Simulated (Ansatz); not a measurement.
# Quasi-harmonic thermodynamics of GaAs (F-43m), part 2 of 5

Wanted: α(T), C_P(T) and B(T) of GaAs in the quasi-harmonic approximation.

What experiment has found for this phase:
- volume expansion coefficient 16.2 1e-6/K, heat capacity C_P per formula unit 46.8 J/mol/K and bulk modulus 74.8 GPa near room temperature (given in “High-Throughput Prediction of Finite-Temperature Properties using the Quasi-Harmonic Approximation”, 2016, arXiv:1603.06924)

Ansatz 0.2.0; DFT LDA, scalar-relativistic, plane waves, PAW.

So far. Step 2 (Probe on a coarse mesh): The start is under -1.9 GPa at this level and looks like an insulator or semiconductor on this mesh. The relaxed cell has a = 5.603 Å (conventional setting).

## 4. Tight relaxation

The thresholds are tightened for a last relaxation ahead of the phonons, and where mesh or smearing change with them the cell follows.

File input.yaml:

```yaml
crystal:
  lattice:
    - [0.0, 2.8014019343, 2.8014019343]
    - [2.8014019343, 0.0, 2.8014019343]
    - [2.8014019343, 2.8014019343, 0.0]
  atoms:
    - { symbol: Ga, position: [0.0, 0.0, 0.0] }
    - { symbol: As, position: [0.25, 0.25, 0.25] }
kpoints:
  mp_grid: { grid: [12, 12, 12] }
hamiltonian:
  xc: lda
scf:
  occupations: { method: fixed }
  lower_state_search: "off"
output:
  forces: true
  stress: true
  eigenvalues: true
  write_density: true
  write_potential: true
  elf: true
  volumetric_format: npy
relax:
  adjacent_minimum: "off"
  f_tol: 0.001
  max_steps: 60
  cell: { stress_tol: 0.01 }
```

The run is started by

```sh
> ansatz run input.yaml --threads 8 --pin off --max-ram 16384MiB --backend cpu --events-out ev --progress --plain --runs-dir out
```

Numbers of over 12 decimals in the logs are rounded to 6 here.

Output:

```text
[...]
Crystal: 2 atoms, lattice volume = 43.970 Å³
Basis set: ecut = 420 eV, 869 PW (Γ)
Bands: 18, of which v1, the nominal top of the filled ones, is band 14 counted from 1 (13 counted from 0)
Symmetry: 24 space group operations
[...]
k-points: 72 of 1728 (time reversal used)
[...]
SCF iter   1: F=—  HF=-8481.300778 eV  |F-HF|=—  |Δ(HF+E_count)|=         —  Δρ=5.20e-3  dr2=7.71e-3  ethr=1.77e-3  ⟨swp⟩=4.7  Hψ=5470  notcnv=0  defer=121
[...]
SCF iter   6: F=-8481.297563 eV  HF=-8481.297563 eV  |F-HF|=4.69e-9  |Δ(HF+E_count)|=   8.47e-9  Δρ=4.50e-6  dr2=4.72e-9  ethr=3.08e-10  ⟨swp⟩=7.4  Hψ=9065  notcnv=0
SCF 1 converged in 6 iterations: F = -8481.297563 eV  dr2 = 4.72e-9
[...]
relax step   1: F+E_penalty+E_count = -8481.29756294 eV  Δ(F+E_penalty+E_count) = +0.000e0 eV  max|allowed force component| = 1.110e-16 eV/Å  Δτ_max = 0.0000 Å  P = +0.017 GPa  Ω = 43.970 Å³  (6 SCF iters, dr2 threshold 1.00e-7 eV, accepted)
Crystal: 2 atoms, lattice volume = 43.978 Å³
[...]
SCF iter   3: F=-8481.297562 eV  HF=-8481.297562 eV  |F-HF|=4.60e-10  |Δ(HF+E_count)|=  7.82e-11  Δρ=1.34e-6  dr2=5.63e-10  ethr=2.65e-12  ⟨swp⟩=6.1  Hψ=6561  notcnv=0
SCF 2 converged in 3 iterations: F = -8481.297562 eV  dr2 = 5.63e-10
relax step   2: F+E_penalty+E_count = -8481.29756191 eV  Δ(F+E_penalty+E_count) = +1.023e-6 eV  max|allowed force component| = 5.031e-17 eV/Å  Δτ_max = 0.0000 Å  P = +0.004 GPa  Ω = 43.978 Å³  energy of the carried Pulay correction = -1.554e-6 eV  (3 SCF iters, dr2 threshold 7.41e-10 eV, accepted)
[...]
SCF iter   6: F=-8481.297562 eV  HF=-8481.297562 eV  |F-HF|=1.82e-12  |Δ(HF+E_count)|=    0.00e0  Δρ=2.78e-8  dr2=1.64e-13  ethr=1.00e-12  ⟨swp⟩=6.1  Hψ=6047  notcnv=0
SCF 3 converged in 6 iterations: F = -8481.297562 eV  dr2 = 1.64e-13
relax step   3: F+E_penalty+E_count = -8481.29756191 eV  Δ(F+E_penalty+E_count) = -3.620e-10 eV  max|allowed force component| = 3.412e-17 eV/Å  Δτ_max = 0.0000 Å  P = +0.004 GPa  Ω = 43.978 Å³  stress off target by 3.57e-3 GPa  SCF on the basis re-selected at this cell (its energy is not comparable with the rows above)  (6 SCF iters)
basis re-selected at this cell: Δ(F+E_penalty+E_count) = -3.620e-10 eV, ΔP = +0.000 GPa vs the last step (what re-selecting the basis moved, of the pressure what is left beyond the Pulay correction that the steps carried, after the strain that the cell walked since its last selection, with what the two solves' SCF thresholds leave and, on support functions, any second-order correction that the steps lacked; it is no  [...]
SCF converged after 6 iterations
Free energy (F): -8481.297562 eV
[...]
Internal energy: -8481.297562 eV  (E = F + TS)
E sigma→0 (E₀):  -8481.297562 eV
Fermi energy:    8.239670 eV
[...]
--- Stress (GPa, compression-positive) ---
        0.003572       0.000000       0.000000
        0.000000       0.003572       0.000000
        0.000000       0.000000       0.003572
  P = ⅓ Tr σ = 0.0036 GPa (0.036 kbar)
--- Band table (eV; the first three rows and the last of 72) ---
  k-point 0: bands = [... 10 lower, -4.7391, 8.2397, 8.2397, 8.2397, 8.7269, 11.9351, 11.9351, 11.9351]
  k-point 1: bands = [... 10 lower, -4.6541, 6.9865, 8.1204, 8.1204, 9.5858, 12.0890, 12.1103, 12.1103]
  k-point 2: bands = [... 10 lower, -4.4066, 5.4511, 7.8415, 7.8415, 9.8356, 12.4995, 12.4995, 12.9000]
  k-point 71: bands = [... 10 lower, -2.0646, 1.4382, 4.5567, 4.7474, 12.8932, 12.9016, 13.6284, 14.2086]
--- Relaxed structure (2 steps of the walk, 2 accepted, 1 SCFs on fresh bases) ---
[...]
cell:  # Å, volume = 43.9781 Å³
    - [0, 2.801575, 2.801575]
    - [2.801575, 0, 2.801575]
    - [2.801575, 2.801575, 0]
  atoms:
    - { symbol: Ga, position: [0, 0, 0] }
    - { symbol: As, position: [0.25, 0.25, 0.25] }
```

Elapsed: 4.4 s, on 8 threads of Arm Neoverse N1, shared host; peak memory 0.45 GiB.

Little changed from the start: no atom moved by 0.005 Å and no cell edge by 0.1 %.

Numbers from this step:

| Property | Result |
| --- | --- |
| pressure | 0.003572 GPa |
| gap on the k-mesh | 0.4872 eV |
| volume per atom | 21.99 Å³/atom |

Valence density in the ac plane of a cell with a along [110], b along [-110] and c along [001] of the cube at fractional y = 0.000, with atoms of Ga and As within 0.2 Å of it. It is the smooth field of the valence electrons, not physical close to the nuclei.

Ten steps, logarithmic in the rise over the least value, from '_' (0 e/Å³) to '@' (34 e/Å³), each cell a mean:
```
%%++::............--##%%++::............--##
==::..::::----::..::--==::..::::----::..::--
......::++##**--::..........::++##**--::....
____..--##@@%%==::..______..--##@@%%==::..__
____..::++####--..________..::++####--..____
______..::----..____________..::----..______
________......________________......________
____________________________________________
____________________________________________
____________________________________________
____________________________________________
____________________________________________
::..______________....::..______________....
**--..__________..::++**--..__________..::++
@@**::..________..==%%@@**::..________..==%%
```
Columns run along a (7.9 Å), rows up along c (5.6 Å), edges of the conventional cell, whose origin can differ from the input's. Atoms in or near the plane, at fractional coordinates: Ga at (0.50, 0.00), Ga at (0.00, 0.00), As at (0.75, 0.75), As at (0.25, 0.75).

Electrostatic potential energy in the ac plane of a cell with a along [110], b along [-110] and c along [001] of the cube at fractional y = 0.000, with atoms of Ga and As within 0.2 Å of it. With pseudopotentials it is smooth inside the atoms' cores, unlike the true potential.

Values in eV, 8 rows by 16 columns, each cell a mean:
```
-14  -8   3   0  -1   3  -3 -14 -14  -8   3   0  -1   3  -3 -14
  4   6  -5   5   9  -6   4   5   4   6  -5   5   9  -6   4   5
 11   9  -3   0   3  -6   7  11  11   9  -3   0   3  -6   7  11
 12  12   9   4   3   8  11  12  12  12   9   4   3   8  11  12
 12  12  12  12  11  12  12  12  12  12  12  12  11  12  12  12
 11  11  12  12  12  12  12  11  11  11  12  12  12  12  12  11
 -1   5  10  12  12  11   7   0  -1   5  10  12  12  11   7   0
-14 -11   6  11  11   9  -5 -14 -14 -11   6  11  11   9  -5 -14
```
Columns run along a (7.9 Å; values clipped at the 3rd and 97th percentile), rows up along c (5.6 Å), edges of the conventional cell, whose origin can differ from the input's. Atoms in or near the plane, at fractional coordinates: Ga at (0.50, 0.00), Ga at (0.00, 0.00), As at (0.75, 0.75), As at (0.25, 0.75).

ELF in the ac plane of a cell with a along [110], b along [-110] and c along [001] of the cube at fractional y = 0.000, with atoms of Ga and As within 0.2 Å of it. It is the smooth field of the valence electrons, not physical close to the nuclei.

Ten even steps from '0' (0.02) to '9' (0.73), each cell a mean:
```
0147988852001479888520
2369988984223699889842
3599645897435996458974
3688423797436884237974
1478634785214786347852
0257878863002578788630
0025788641000257886410
0002455310000024553100
0000111000000001110000
0000000000000000000000
2110000001221100000012
3321000013333210000133
3332000123333320001233
1233212233112332122331
1134555532011345555320
```
Columns run along a (7.9 Å), rows up along c (5.6 Å), edges of the conventional cell, whose origin can differ from the input's. Atoms in or near the plane, at fractional coordinates: Ga at (0.50, 0.00), Ga at (0.00, 0.00), As at (0.75, 0.75), As at (0.25, 0.75).

The residual pressure is 0.0036 GPa, small enough for phonons.

(Continued in part 3 of 5.)

[Logs are printed without paths, hosts, clocks, repeated set-up lines and the standing remarks that a program may print on its own settings, such as how far it seeks lower states.]

[Hosts, paths, dates, database ids (printed as entryN), source tags and the programs' standing remarks are cut or masked in the printed files.]

[A step with changed settings may run another functional than the one named; its input shows which.]

[Pressures of single members of a volume series are the stress at the run's cutoff; with an incomplete basis they can lie off −dE/dV of the same runs, and they are not shown converged.]
